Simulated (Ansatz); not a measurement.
# Decaying states in the gap of Tl2GeCl6, part 2 of 2

A new crystal, Tl2GeCl6: structure, gap and complex bands. It is built by putting Cl for F, Ge for Sn in the Tl2SnF6 structure of space group P-3m1, with the volume rescaled by atomic radii. The parent structure comes from the Materials Project.

Ansatz 0.2.0; r2SCAN DFT, plane waves, PAW files (the session's first sound run).

So far, gap on path (eV): step 3 (band edges) 2.37.

The structure was built from a prototype and need not be the compound's stable phase.

## 6. Complex bands, plane (100) (continued)

K parallel (-0.5, 0); values up to 1.5 1/Å, a degenerate pair printed once or twice; energies at which all values exceed this have no row. Im kz of the slowest decaying states against energy, zero at the highest filled level on the SCF mesh:

| energy (eV) | decay 1 (Å⁻¹) | decay 2 (Å⁻¹) | decay 3 (Å⁻¹) | decay 4 (Å⁻¹) |
| --- | --- | --- | --- | --- |
| -1.00 | 0.108 | 0.249 | 0.367 | 1.48 |
| -0.82 | 0.120 | 0.193 | 0.385 | 1.44 |
| -0.64 | 0.0951 | 0.374 | 1.41 | - |
| -0.46 | 0.240 | 0.46 | 1.38 | - |
| -0.28 | 0.0481 | 0.298 | 0.405 | 0.499 |
| -0.10 | 0.0688 | 0.364 | 0.473 | 0.555 |
| -0.01 | 0.144 | 0.395 | 0.497 | 0.597 |
| 0.08 | 0.176 | 0.425 | 0.513 | 0.656 |
| 0.17 | 0.222 | 0.456 | 0.518 | 0.759 |
| 0.35 | 0.278 | 0.508 | 0.793 | 1.14 |
| 0.53 | 0.315 | 0.519 | 0.841 | 1.06 |
| 0.71 | 0.341 | 0.527 | 0.873 | 1.02 |
| 0.89 | 0.350 | 0.372 | 0.534 | 0.790 |
| 1.07 | 0.358 | 0.396 | 0.539 | 0.755 |
| 1.25 | 0.365 | 0.413 | 0.543 | 0.735 |
| 1.43 | 0.371 | 0.428 | 0.545 | 0.720 |
| 1.61 | 0.375 | 0.439 | 0.547 | 0.707 |
| 1.79 | 0.378 | 0.448 | 0.547 | 0.695 |
| 1.97 | 0.379 | 0.455 | 0.547 | 0.682 |
| 2.15 | 0.379 | 0.460 | 0.545 | 0.667 |
| 2.24 | 0.379 | 0.462 | 0.545 | 0.658 |
| 2.42 | 0.377 | 0.464 | 0.543 | 0.637 |
| 2.60 | 0.373 | 0.464 | 0.543 | 0.608 |
| 2.78 | 0.368 | 0.462 | 0.546 | 0.563 |
| 2.96 | 0.361 | 0.459 | 0.480 | 0.560 |
| 3.14 | 0.330 | 0.349 | 0.453 | 0.578 |
| 3.32 | 0.333 | 0.446 | 0.588 | 1.13 |

At the listed wavevectors the last open channel is at -0.01 eV and the next at +2.42 eV on the grid. At +1.16 eV, the grid energy nearest the filling level (the middle of the gap on the SCF mesh), the slowest state at the listed wavevectors decays with κ = 0.302 Å⁻¹, its amplitude falling by e over 3.3 Å; the first such run, plane (001), gave 0.331 Å⁻¹.

## 7. Band edges at another level, cutoff 1230 eV

This step: r2SCAN DFT, plane waves, norm-conserving files (Ansatz 0.2.0).

The edges again with norm-conserving files, at the same atoms. Against that run the cutoff is 1230 eV against 500.

The input, input.yaml:

```yaml
crystal:
  lattice:
    - [6.8665553917, 0.0, 0.0]
    - [-3.4332776958, 5.9466114057, 0.0]
    - [0.0, 0.0, 5.9517592755]
  atoms:
    - { symbol: Tl, position: [0.6666666667, 0.3333333333, 0.2110569921] }
    - { symbol: Tl, position: [0.3333333333, 0.6666666667, 0.7889430079] }
    - { symbol: Ge, position: [0.0, 0.0, 0.0] }
    - { symbol: Cl, position: [0.8404395899, 0.1595604101, 0.7785132959] }
    - { symbol: Cl, position: [0.8404395899, 0.6808791798, 0.7785132959] }
    - { symbol: Cl, position: [0.3191208202, 0.1595604101, 0.7785132959] }
    - { symbol: Cl, position: [0.1595604101, 0.8404395899, 0.2214867041] }
    - { symbol: Cl, position: [0.1595604101, 0.3191208202, 0.2214867041] }
    - { symbol: Cl, position: [0.6808791798, 0.8404395899, 0.2214867041] }
kpoints:
  mp_grid: { grid: [4, 4, 4] }
  band_path: { path: [VBM, CBM], npoints: 30 }
scf:
  occupations: { method: fixed }
hamiltonian:
  xc: r2scan
  pseudopotentials: { kind: nc }
output:
  eigenvalues: true
```

The run is started by

```
ansatz run input.yaml --threads 2 --pin off --max-ram 4096MiB --backend cpu --events-out ev --progress --plain --runs-dir out
```

Wall time 7.4 min (2 threads of Arm Neoverse N1, shared host); peak memory 1.5 GiB; 15 min of CPU time.

Numbers from this step:

- free energy: -9034.7785 eV
- Fermi energy: 2.803 eV
- gap on the k-mesh: 2.370 eV
- gap on path: 2.370 eV, by band count; negative where bands overlap
- direct gap on path: 2.442 eV

Electronic bands along the path, in eV, zero at the Fermi level (highest filled level under fixed occupations); v1 is the highest filled band, c1 the lowest empty one:

```csv
point,v4,v3,v2,v1,c1,c2,c3,c4
VBM,-0.51,-0.46,-0.12,0.00,3.21,5.13,5.52,5.66
halfway,-0.43,-0.29,-0.27,-0.12,2.76,5.78,5.93,6.24
CBM,-0.42,-0.14,-0.14,-0.07,2.37,5.80,6.34,6.74
```

The searched edges give 2.37 eV, as on the mesh.

## 8. Complex bands at another level

This step: r2SCAN DFT, plane waves, norm-conserving files; complex bands by layer matching along the plane's normal (Ansatz 0.2.0).

The complex bands at that level, over its own gap, at (0, 0) and (0, -0.5).

The input, input.yaml:

```yaml
crystal:
  lattice:
    - [6.866555392, 0.0, 0.0]
    - [3.433277696, 5.946611406, 0.0]
    - [0.0, 0.0, 5.951759276]
  atoms:
    - { symbol: Tl, position: [0.3333333333, 0.3333333333, 0.2110569921] }
    - { symbol: Tl, position: [0.6666666667, 0.6666666667, 0.7889430079] }
    - { symbol: Ge, position: [0.0, 0.0, 0.0] }
    - { symbol: Cl, position: [0.6808791798, 0.1595604101, 0.7785132959] }
    - { symbol: Cl, position: [0.1595604101, 0.6808791798, 0.7785132959] }
    - { symbol: Cl, position: [0.1595604101, 0.1595604101, 0.7785132959] }
    - { symbol: Cl, position: [0.3191208202, 0.8404395899, 0.2214867041] }
    - { symbol: Cl, position: [0.8404395899, 0.3191208202, 0.2214867041] }
    - { symbol: Cl, position: [0.8404395899, 0.8404395899, 0.2214867041] }
kpoints:
  mp_grid: { grid: [4, 4, 4] }
scf:
  occupations: { method: fixed }
hamiltonian:
  xc: r2scan
  pseudopotentials: { kind: nc }
output:
  eigenvalues: true
  transmission:
    leads: [[0, 0]]
    kpoints: [[0.0, 0.0], [0.0, -0.5]]
    e_range: [-1.0, 3.37]
    de: 0.09
```

The job ended after 0.31 s (2 threads; peak memory 0.2 GiB).

The input was rejected at the start.

The program's message: “Error: memory limit exceeded: the `transmission` phase of `transmission` needs 10.70 GiB against the run's memory maximum of 4.00 GiB; largest carriers: transmission 10.33 GiB, unmodelled-tail allowan …”

## 9. Summary of results

| Quantity | Value |
| --- | --- |
| band gap | 2.37 eV |
| least decay constant at mid-gap, normal to (001) | 0.331 Å⁻¹ |
| least decay constant at mid-gap, normal to (100) | 0.302 Å⁻¹ |
| least decay constant on a mesh, normal to (001) | 0.331 Å⁻¹ |

In words: With r2SCAN, the slowest decay at the wavevectors tried is κ = 0.302 Å⁻¹, normal to (100). Through such a film the transmission near mid-gap falls as exp(−2κd), a factor of ten every 3.8 Å. The directions tried decay at nearly the same rate. A free electron under a barrier of half the gap would need a mass of 0.29 mₑ to decay at this rate. The compound is made up by substitution; its stability against other phases and against distortions of the cell's symmetry was not tested. r2SCAN still narrows gaps, if less than LDA and GGA do, while spin-orbit coupling, left out here, narrows them in compounds of heavy elements, so the error in κ can go either way.

[Logs are printed without paths, hosts, clocks, repeated set-up lines and the standing remarks that a program may print on its own settings, such as how far it seeks lower states.]

[Hosts, paths, dates, database ids (printed as entryN), source tags and the programs' standing remarks are cut or masked in the printed files.]
